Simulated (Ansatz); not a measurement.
# Li wire along [111], 4 atoms a period: bands by functional and under strain, part 2 of 4

Wanted: the relaxed geometry and the bands of the Li wire along [111], 4 atoms a period.

Ansatz 0.2.0; DFT PBE, plane waves, PAW; relaxation of a wire's period (the session's first sound run).

So far. Step 2 (Relaxation of atoms and period): The cell's length comes to 3.134 Å with spin left out.

**3. Bands of the perfect wire**

This step: DFT PBE, plane waves, PAW; channels and complex bands of a perfect wire (Ansatz 0.2.0).

At the relaxed period the Bloch states of the perfect wire are found at each energy: those that move forward count the open channels, and those that decay describe how a disturbance dies away inside the wire itself. An energy step of 0.035 eV is under the 0.039 eV that the program asks for its thermal average at 300 K.

input.yaml reads:

```yaml
crystal:
  lattice:
    - [11.665, 0.0, 0.0]
    - [0.0, 9.609, 0.0]
    - [0.0, 0.0, 3.1344411549]
  atoms:
    - { symbol: Li, position: [0.318375626, 0.4999869, 0.0] }
    - { symbol: Li, position: [0.681624374, 0.4999869, 0.0] }
    - { symbol: Li, position: [0.5, 0.356914471, 0.49913115] }
    - { symbol: Li, position: [0.5, 0.643059329, 0.50086885] }
kpoints:
  mp_grid: { grid: [1, 1, 26] }
  band_path: { path: ["Γ", Z], npoints: 50 }
scf:
  occupations: { method: fermi_dirac, width: 0.05 }
hamiltonian:
  xc: pbe
output:
  transmission:
    e_range: [-2, 2]
    de: 0.035
    kmesh: [1, 1]
    reduced_basis: true
    leads: [[0, 0]]
  dos: { e_range: [-5, 4] }
  write_potential: true
  write_density: true
  volumetric_format: npy
  elf: true
```

Command:

```bash
> ansatz run input.yaml --threads 8 --pin off --max-ram 16384MiB --backend cpu --events-out ev --progress --plain --runs-dir out
```

Numbers of over 12 decimals in the logs are rounded to 6 here.

The program printed:

```text
[...]
Crystal: 4 atoms, lattice volume = 351.336 Å³
Basis set: ecut = 420 eV, 6861 PW (Γ)
Bands: 10, of which v1, the nominal top of the filled ones, is band 6 counted from 1 (5 counted from 0)
Symmetry: 4 space group operations
[...]
k-points: 14 of 26
[...]
SCF iter   1: F=—  HF=-816.761758 eV  |F-HF|=—  |Δ(HF+E_count)|=         —  Δρ=7.66e-4  dr2=9.60e-3  ethr=1.77e-3  ⟨swp⟩=6.4  Hψ=1068  notcnv=0
[...]
SCF iter   6: F=-816.763872 eV  HF=-816.763872 eV  |F-HF|=6.81e-9  |Δ(HF+E_count)|=   8.64e-8  Δρ=9.18e-7  dr2=1.03e-8  ethr=8.33e-10  ⟨swp⟩=4.0  Hψ=501  notcnv=0
SCF 1 converged in 6 iterations: F = -816.763872 eV  dr2 = 1.03e-8
[...]
NSCF: frozen V_eff on 51 k-points
transmission: 4 of 24 steps passed
transmission: 8 of 24 steps passed
[...]
transmission: 24 of 24 steps passed
WARN: The output density's exchange-correlation potential varies sharply where the density is thin. Do not read a vacuum level from v_tot or v_xc, or from such a field of the output density. On a cell that repeats whose density bears no net charge and no dipole along the vacuum's axis use v_es (v_loc + v_h of the components); under efield.dipole_correction with no amplitude use v_es + v_field, which holds any externa [...]
SCF converged after 6 iterations
Free energy (F): -816.763872 eV
[...]
Internal energy: -816.747813 eV  (E = F + TS)
E sigma→0 (E₀):  -816.755842 eV
Entropy (-TS):   -0.016058 eV (-4.015 meV/atom)
Fermi energy:    -1.761429 eV
[...]
--- Band table (eV; the first three rows and the last of 14) ---
[...]
--- Transmission ---
  basis      : 983 plane waves across, 4 finite elements along
  points     : 1, standing for a mesh of 1 x 1
  filling    : by the input's occupations and mesh, since the crystals that have channels conduct as metals do. If one of these is a semiconductor, that mesh has misplaced its level
  energies   : 115 from -2.000000 to 1.990000 eV about the Fermi level, 0.035000 eV apart; the leads are filled to 0.000000 eV, and channels, transmission and decay are at -0.005000 eV
  crystal 0  : Li4, at the sites [0, 0], period 3.1344 Å: whole cells are its period
    offset         : up to 0.0000 Å between an atom of the period and one for which it stands
    filled         : 8.7 meV over the level at which it is neutral
    channels       : 2.000000e0 a spin
    conductance    : 1.4891e14 S/m² at 300 K; may be off by some 0.0 % by where its bands' edges are placed, 2.3 % from the distance to neutral
```

The job ended after 11 s (8 threads of AMD EPYC 9R45, shared host; peak memory 1.3 GiB; 60 s of CPU time).

This step gave:

```
energy at zero smearing                                  : -816.7558 eV
channels at the energy nearest the Fermi level, one spin : 2
conductance of the lead as this run defines it           : 2.154 G₀
band gap                                                 : 0 eV
```

The open channels of the lead, one spin by energy, zero at the Fermi level:

| energy (eV) | open channels of the lead, one spin |
| --- | --- |
| -2.00 | 1 |
| -1.90 | 1 |
| -1.79 | 1 |
| -1.69 | 1 |
| -1.58 | 1 |
| -1.48 | 1 |
| -1.37 | 1 |
| -1.23 | 1 |
| -1.12 | 1 |
| -1.02 | 2 |
| -0.92 | 2 |
| -0.81 | 2 |
| -0.70 | 2 |
| -0.60 | 2 |
| -0.49 | 2 |
| -0.39 | 3 |
| -0.28 | 3 |
| -0.18 | 3 |
| -0.07 | 3 |
| -0.01 | 2 |
| 0.07 | 2 |
| 0.17 | 2 |
| 0.28 | 4 |
| 0.38 | 4 |
| 0.48 | 4 |
| 0.59 | 4 |
| 0.69 | 4 |
| 0.80 | 5 |
| 0.91 | 4 |
| 1.01 | 5 |
| 1.11 | 5 |
| 1.22 | 5 |
| 1.36 | 5 |
| 1.47 | 3 |
| 1.57 | 3 |
| 1.68 | 3 |
| 1.78 | 3 |
| 1.89 | 3 |
| 1.99 | 3 |

The slowest values at each energy, most degenerate partners merged, listed up to 1.5 1/Å. Table of Im kz of the slowest decaying states by energy, zero at the Fermi level:

| energy (eV) | decay 1 (Å⁻¹) | decay 2 (Å⁻¹) | decay 3 (Å⁻¹) | decay 4 (Å⁻¹) |
| --- | --- | --- | --- | --- |
| -2.000 | 0.555 | 0.704 | 0.785 | 0.850 |
| -1.790 | 0.488 | 0.657 | 0.747 | 0.817 |
| -1.615 | 0.423 | 0.615 | 0.715 | 0.788 |
| -1.405 | 0.327 | 0.560 | 0.674 | 0.752 |
| -1.195 | 0.185 | 0.498 | 0.629 | 0.714 |
| -0.985 | 0.427 | 0.582 | 0.674 | 0.741 |
| -0.810 | 0.357 | 0.539 | 0.638 | 0.707 |
| -0.600 | 0.245 | 0.482 | 0.593 | 0.664 |
| -0.390 | 0.417 | 0.544 | 0.618 | 0.775 |
| -0.215 | 0.354 | 0.500 | 0.577 | 0.745 |
| -0.005 | 0.0190 | 0.256 | 0.440 | 0.522 |
| 0.205 | 0.0141 | 0.0769 | 0.372 | 0.461 |
| 0.415 | 0.287 | 0.391 | 0.622 | 0.822 |
| 0.590 | 0.189 | 0.319 | 0.583 | 0.792 |
| 0.800 | 0.200 | 0.533 | 0.755 | 0.775 |
| 1.010 | 0.134 | 0.477 | 0.716 | 0.737 |
| 1.185 | 0.173 | 0.426 | 0.681 | 0.704 |
| 1.395 | 0.0210 | 0.202 | 0.353 | 0.638 |
| 1.605 | 0.0959 | 0.220 | 0.262 | 0.590 |
| 1.815 | 0.0346 | 0.111 | 0.121 | 0.230 |

Electronic bands along the path, in eV, zero at the Fermi level:

| point | band 5 | band 6 | band 7 | band 8 | band 9 | band 10 |
| --- | --- | --- | --- | --- | --- | --- |
| Γ | -2.62 | -1.10 | -0.41 | 0.23 | 0.72 | 0.94 |
| halfway | -1.93 | -0.41 | 0.34 | 1.04 | 1.67 | 1.72 |
| Z | -0.04 | 0.23 | 0.81 | 1.80 | 3.49 | 3.82 |

The electronic bands as a text plot (rows in eV):

```
    3.7 |                                                 *** ***
    3.4 |                                              *** ******
    3.2 |                                            **  **
    2.9 |                                         *******
    2.6 |                                       ** **
    2.3 |                                   *******
    2.1 |                                ******
    1.8 |                           *****                   *****
    1.5 |                      *******                ******
    1.3 |              **********      ***************
    1.0 |******************      ******        ***   ****
    0.7 |***********       ******         *****          ********
    0.5 |          ********         ******         ******   ***
    0.2 |**********            *****           ****            **
   -0.1 |              ********          ******               ***
   -0.3 |**************            ******                  ***
   -0.6 |                    ******                    ****
   -0.9 |          **********                       ***
   -1.1 |**********                             ****
   -1.4 |                                   ****
   -1.7 |                              *****
   -2.0 |                        ******
   -2.2 |                 *******
   -2.5 |*****************
         Γ                                                      Z
```

Electrostatic potential energy in the ca plane at fractional y = 0.500, with atoms of Li within 0.2 Å of it. With pseudopotentials it is smooth inside the atoms' cores, unlike the true potential.

Values in eV, 24 rows by 16 columns, each cell a mean:
```
  1   1   1   1   1   1   1   1   1   1   1   1   1   1   1   1
  1   1   1   1   1   1   1   1   1   1   1   1   1   1   1   1
  0   0   0   0   0   0   1   1   1   1   1   0   0   0   0   0
  0   0   0   0   0   0   0   0   0   0   0   0   0   0   0   0
 -2  -2  -1  -1  -1   0   0   0   0   0   0   0  -1  -1  -1  -2
 -6  -6  -5  -4  -3  -2  -1   0   0   0  -1  -2  -3  -4  -5  -6
-24 -23 -18 -10  -5  -3  -2  -1  -1  -1  -2  -3  -5 -10 -18 -23
-28 -28 -27 -17  -7  -4  -2  -1   0  -1  -2  -4  -7 -17 -27 -28
-21 -19 -15  -8  -4  -2  -1   0   0   0  -1  -2  -4  -8 -15 -19
 -3  -3  -2  -2  -1   0   0   0   0   0   0   0  -1  -2  -2  -3
  0   0   0   0   0   0   0   0  -1   0   0   0   0   0   0   0
  1   1   1   1   0   0  -1  -1  -2  -1  -1   0   0   1   1   1
  1   1   1   1   0   0  -1  -1  -1  -1  -1   0   0   1   1   1
  0   0   0   0   0   0   0   0   0   0   0   0   0   0   0   0
 -8  -7  -5  -3  -2  -1   0   0   0   0   0  -1  -2  -3  -5  -7
-27 -26 -22 -13  -5  -3  -1   0   0   0  -1  -3  -5 -13 -22 -26
-28 -28 -26 -16  -7  -4  -2  -1  -1  -1  -2  -4  -7 -16 -26 -28
-16 -15 -11  -6  -4  -3  -1  -1  -1  -1  -1  -3  -4  -6 -11 -15
 -4  -3  -3  -2  -2  -1  -1   0   0   0  -1  -1  -2  -2  -3  -3
 -1  -1  -1  -1   0   0   0   0   0   0   0   0   0  -1  -1  -1
  0   0   0   0   0   0   0   0   0   0   0   0   0   0   0   0
  0   0   0   0   1   1   1   1   1   1   1   1   1   0   0   0
  1   1   1   1   1   1   1   1   1   1   1   1   1   1   1   1
  1   1   1   1   1   1   1   1   1   1   1   1   1   1   1   1
```
Columns run along c (3.1 Å; values clipped at the 3rd and 97th percentile), rows up along a (11.7 Å). Atoms in or near the plane, at fractional coordinates: Li at (0.00, 0.32), Li at (0.00, 0.68).

Valence density in the ca plane at fractional y = 0.500, with atoms of Li within 0.2 Å of it. It is the smooth field of the valence electrons, not physical close to the nuclei.

Ten steps, logarithmic in the rise over the least value, from '_' (0.0 e/Å³) to '@' (7.4 e/Å³), each cell a mean:
```
________________________________
________________________________
________________________________
________________________________
________________________________
________________________________
##**==....______..______....==**
@@@@##--..................--##@@
**++--......................--++
................................
................................
................................
................................
................................
::..............................
%%%%++::..................::++%%
@@%%**--..................--**%%
==--::______________________::--
________________________________
________________________________
________________________________
________________________________
________________________________
________________________________
```
Columns run along c (3.1 Å), rows up along a (11.7 Å). Atoms in or near the plane, at fractional coordinates: Li at (0.00, 0.32), Li at (0.00, 0.68).

ELF in the ca plane at fractional y = 0.500, with atoms of Li within 0.2 Å of it. It is the smooth field of the valence electrons, not physical close to the nuclei.

Values in units of 1e-1, 24 rows by 16 columns, each cell a mean:
```
 0.1  0.0  0.0  0.0  0.0  0.0  0.0  0.0  0.0  0.0  0.0  0.0  0.0  0.0  0.0  0.0
 0.1  0.1  0.1  0.2  0.2  0.2  0.3  0.3  0.3  0.3  0.3  0.2  0.2  0.2  0.1  0.1
 0.7  0.7  0.8  1.0  1.3  1.7  2.0  2.3  2.4  2.3  2.0  1.7  1.3  1.0  0.8  0.7
 1.3  1.4  1.7  2.3  3.2  4.1  4.9  5.4  5.6  5.4  4.9  4.1  3.2  2.3  1.7  1.4
 0.8  0.9  1.4  2.6  4.4  6.3  7.4  7.9  8.1  7.9  7.4  6.3  4.4  2.6  1.4  0.9
 0.2  0.2  0.2  0.5  1.9  5.3  8.1  8.9  9.1  8.9  8.1  5.3  1.9  0.5  0.2  0.2
 7.6  7.0  3.6  0.5  0.2  1.8  6.8  9.1  9.3  9.1  6.8  1.8  0.2  0.5  3.6  7.0
 9.8  9.9  8.2  1.8  0.1  1.4  6.3  9.2  9.2  9.2  6.3  1.4  0.1  1.8  8.2  9.9
 4.4  3.7  1.6  0.5  1.3  4.5  8.0  8.9  9.1  8.9  8.0  4.5  1.3  0.5  1.6  3.7
 2.3  2.5  3.2  4.5  6.2  7.4  7.9  8.0  8.1  8.0  7.9  7.4  6.2  4.5  3.2  2.5
 6.8  6.8  6.9  6.8  6.7  6.5  6.1  5.9  5.7  5.9  6.1  6.5  6.7  6.8  6.9  6.8
 6.9  6.8  6.6  6.3  5.7  4.9  4.1  3.5  3.3  3.5  4.1  4.9  5.7  6.3  6.6  6.8
 7.0  6.9  6.8  6.5  6.0  5.4  4.7  4.2  4.0  4.2  4.7  5.4  6.0  6.5  6.8  6.9
 5.6  5.8  6.2  6.6  7.0  7.1  7.0  6.9  6.9  6.9  7.0  7.1  7.0  6.6  6.2  5.8
 0.8  0.8  1.2  2.2  4.3  6.9  8.2  8.5  8.6  8.5  8.2  6.9  4.3  2.2  1.2  0.8
 8.2  7.6  4.5  0.8  0.4  2.7  7.3  9.0  9.2  9.0  7.3  2.7  0.4  0.8  4.5  7.6
 9.8 10.0  8.0  1.6  0.1  1.2  6.1  9.2  9.2  9.2  6.1  1.2  0.1  1.6  8.0 10.0
 3.6  3.0  1.0  0.2  0.5  3.0  7.5  9.1  9.3  9.1  7.5  3.0  0.5  0.2  1.0  3.0
 0.3  0.4  0.5  1.3  3.3  6.3  8.0  8.6  8.8  8.6  8.0  6.3  3.3  1.3  0.5  0.4
 1.2  1.3  1.8  2.8  4.2  5.6  6.6  7.1  7.3  7.1  6.6  5.6  4.2  2.8  1.8  1.3
 1.0  1.1  1.4  1.8  2.4  3.0  3.7  4.1  4.2  4.1  3.7  3.0  2.4  1.8  1.4  1.1
 0.4  0.4  0.5  0.6  0.7  0.9  1.1  1.3  1.3  1.3  1.1  0.9  0.7  0.6  0.5  0.4
 0.1  0.1  0.0  0.0  0.1  0.1  0.1  0.1  0.1  0.1  0.1  0.1  0.1  0.0  0.0  0.1
 0.1  0.1  0.0  0.0  0.0  0.0  0.0  0.0  0.0  0.0  0.0  0.0  0.0  0.0  0.0  0.1
```
Columns run along c (3.1 Å), rows up along a (11.7 Å). Atoms in or near the plane, at fractional coordinates: Li at (0.00, 0.32), Li at (0.00, 0.68).

By hand: the program gives 1.4891 × 10^14 S/m² over the cell's cross-section of 112.09 Å² = 1.121 × 10^-18 m², so one cell conducts 1.669 × 10^-4 S. Divided by G0 = 2e²/h = 7.748 × 10^-5 S this is 2.15 G0, a resistance of 5.99 kΩ.

At the computed energy nearest the Fermi level there are 2 channels a spin, and the thermal average gives 2.15 G₀.

**4. Levels at the same atoms, level LDA, cutoff 420 eV**

This step: DFT LDA, plane waves, PAW; bands of a perfect wire at the PBE geometry (Ansatz 0.2.0).

The atoms stay at the PBE geometry and the functional changes. At fixed atoms LDA and the gradient-corrected functionals usually give like bands; this run checks that. Against the first PBE run of this kind, the mesh along the wire has 20 points against 26.

input.yaml, the sections that differ from step 3:

```yaml
kpoints:
  mp_grid: { grid: [1, 1, 20] }
  band_path: { path: ["Γ", Z], npoints: 50 }
hamiltonian:
  xc: lda
# crystal, scf: as in step 3
# output: removed
```

The program printed:

```text
[...]
Crystal: 4 atoms, lattice volume = 351.336 Å³
Basis set: ecut = 420 eV, 6861 PW (Γ)
Bands: 10, of which v1, the nominal top of the filled ones, is band 6 counted from 1 (5 counted from 0)
Symmetry: 4 space group operations
[...]
k-points: 11 of 20
[...]
SCF iter   1: F=—  HF=-804.412448 eV  |F-HF|=—  |Δ(HF+E_count)|=         —  Δρ=2.30e-3  dr2=1.71e-2  ethr=1.77e-3  ⟨swp⟩=6.3  Hψ=837  notcnv=0
[...]
SCF iter   6: F=-804.396080 eV  HF=-804.396080 eV  |F-HF|=4.59e-9  |Δ(HF+E_count)|=   3.57e-9  Δρ=9.10e-7  dr2=5.08e-9  ethr=8.33e-10  ⟨swp⟩=4.0  Hψ=383  notcnv=0
SCF 1 converged in 6 iterations: F = -804.396080 eV  dr2 = 5.08e-9
[...]
SCF converged after 6 iterations
Free energy (F): -804.396080 eV
[...]
Internal energy: -804.380427 eV  (E = F + TS)
E sigma→0 (E₀):  -804.388253 eV
Entropy (-TS):   -0.015653 eV (-3.913 meV/atom)
Fermi energy:    -1.815617 eV
[...]
--- Band table (eV; the first three rows and the last of 11) ---
[...]
```

Elapsed: 0.54 s, on 8 threads; peak memory 0.67 GiB; 3.2 s of CPU time.

This step gave:

```
energy at zero smearing : -804.3883 eV
```

Electronic bands along the path, in eV, zero at the Fermi level:

| point | band 5 | band 6 | band 7 | band 8 | band 9 | band 10 |
| --- | --- | --- | --- | --- | --- | --- |
| Γ | -2.60 | -1.09 | -0.41 | 0.19 | 0.70 | 0.89 |
| halfway | -1.91 | -0.41 | 0.34 | 1.01 | 1.64 | 1.67 |
| Z | -0.06 | 0.21 | 0.78 | 1.77 | 3.48 | 3.77 |

The electronic bands as a text plot (rows in eV):

```
    3.6 |                                                 *******
    3.4 |                                              *** ******
    3.1 |                                           ***  **
    2.8 |                                         **  ***
    2.6 |                                       ** ***
    2.3 |                                   *******
    2.0 |                                ******
    1.8 |                           ******                  *****
    1.5 |                      *******                ******
    1.2 |               *********      ***************
    1.0 |******************       *****      *****   ****
    0.7 |***********       *******       ****            ********
    0.5 |           *******         *****          ******   **
    0.2 |***********           *****           ****           ***
   -0.1 |              ********          ******               ***
   -0.3 |**************            ******                  ***
   -0.6 |                    ******                    ****
   -0.9 |          **********                       ***
   -1.1 |**********                             ****
   -1.4 |                                   ****
   -1.7 |                              *****
   -1.9 |                        ******
   -2.2 |                 *******
   -2.5 |*****************
         Γ                                                      Z
```

Bands cross the Fermi level, as under PBE at the relaxed period.

**5. Another level of theory, level PBEsol, cutoff 420 eV**

This step: DFT PBEsol, plane waves, PAW; bands of a perfect wire at the PBE geometry (Ansatz 0.2.0).

The atoms stay at the PBE geometry and the functional changes. At fixed atoms LDA and the gradient-corrected functionals usually give like bands; this run checks that. Against the first PBE run of this kind, the mesh along the wire has 20 points against 26.

Edit input.yaml of step 4 so:

```diff
@@ -16,2 +16,2 @@
 hamiltonian:
-  xc: lda
+  xc: pbesol
```

The program printed:

```text
[...]
Crystal: 4 atoms, lattice volume = 351.336 Å³
Basis set: ecut = 420 eV, 6861 PW (Γ)
Bands: 10, of which v1, the nominal top of the filled ones, is band 6 counted from 1 (5 counted from 0)
Symmetry: 4 space group operations
[...]
k-points: 11 of 20
[...]
SCF iter   1: F=—  HF=-809.897127 eV  |F-HF|=—  |Δ(HF+E_count)|=         —  Δρ=1.12e-3  dr2=9.79e-3  ethr=1.77e-3  ⟨swp⟩=6.5  Hψ=853  notcnv=0
[...]
SCF iter   6: F=-809.898997 eV  HF=-809.898997 eV  |F-HF|=6.64e-9  |Δ(HF+E_count)|=   1.24e-7  Δρ=8.69e-7  dr2=1.56e-8  ethr=8.33e-10  ⟨swp⟩=4.3  Hψ=412  notcnv=0
SCF 1 converged in 6 iterations: F = -809.898997 eV  dr2 = 1.56e-8
[...]
SCF converged after 6 iterations
Free energy (F): -809.898997 eV
[...]
Internal energy: -809.883646 eV  (E = F + TS)
E sigma→0 (E₀):  -809.891322 eV
Entropy (-TS):   -0.015351 eV (-3.838 meV/atom)
Fermi energy:    -1.743741 eV
[...]
--- Band table (eV; the first three rows and the last of 11) ---
[...]
```

Wall time 0.54 s (8 threads); peak memory 0.69 GiB.

The electronic bands at the labelled points (eV, zero at the Fermi level):

| point | band 5 | band 6 | band 7 | band 8 | band 9 | band 10 |
| --- | --- | --- | --- | --- | --- | --- |
| Γ | -2.63 | -1.10 | -0.42 | 0.21 | 0.71 | 0.93 |
| halfway | -1.93 | -0.41 | 0.34 | 1.03 | 1.65 | 1.71 |
| Z | -0.05 | 0.22 | 0.81 | 1.80 | 3.49 | 3.82 |

The electronic bands as a text plot (rows in eV):

```
    3.7 |                                                 *** ***
    3.4 |                                              *** ******
    3.1 |                                            **  **
    2.9 |                                         *** ***
    2.6 |                                       ** ***
    2.3 |                                   *******
    2.1 |                                ******
    1.8 |                           *****                   *****
    1.5 |                      *******                ******
    1.3 |              **********      ***************
    1.0 |******************      ******        ***   ****
    0.7 |************      ******         *****          ********
    0.5 |           *******         ******         ******   ***
    0.2 |***********           *****           ****            **
   -0.1 |              ********          ******               ***
   -0.3 |**************            ******                  ***
   -0.6 |                    ******                    ****
   -0.9 |          **********                       ***
   -1.2 |**********                             ****
   -1.4 |                                   ****
   -1.7 |                              *****
   -2.0 |                        ******
   -2.2 |                 *******
   -2.5 |*****************
         Γ                                                      Z
```

Bands cross the Fermi level, as under PBE at the relaxed period.

(Continued in part 3 of 4.)

[Logs are printed without paths, hosts, clocks, repeated set-up lines and the standing remarks that a program may print on its own settings, such as how far it seeks lower states.]

[Hosts, paths, dates, database ids (printed as entryN), source tags and the programs' standing remarks are cut or masked in the printed files.]
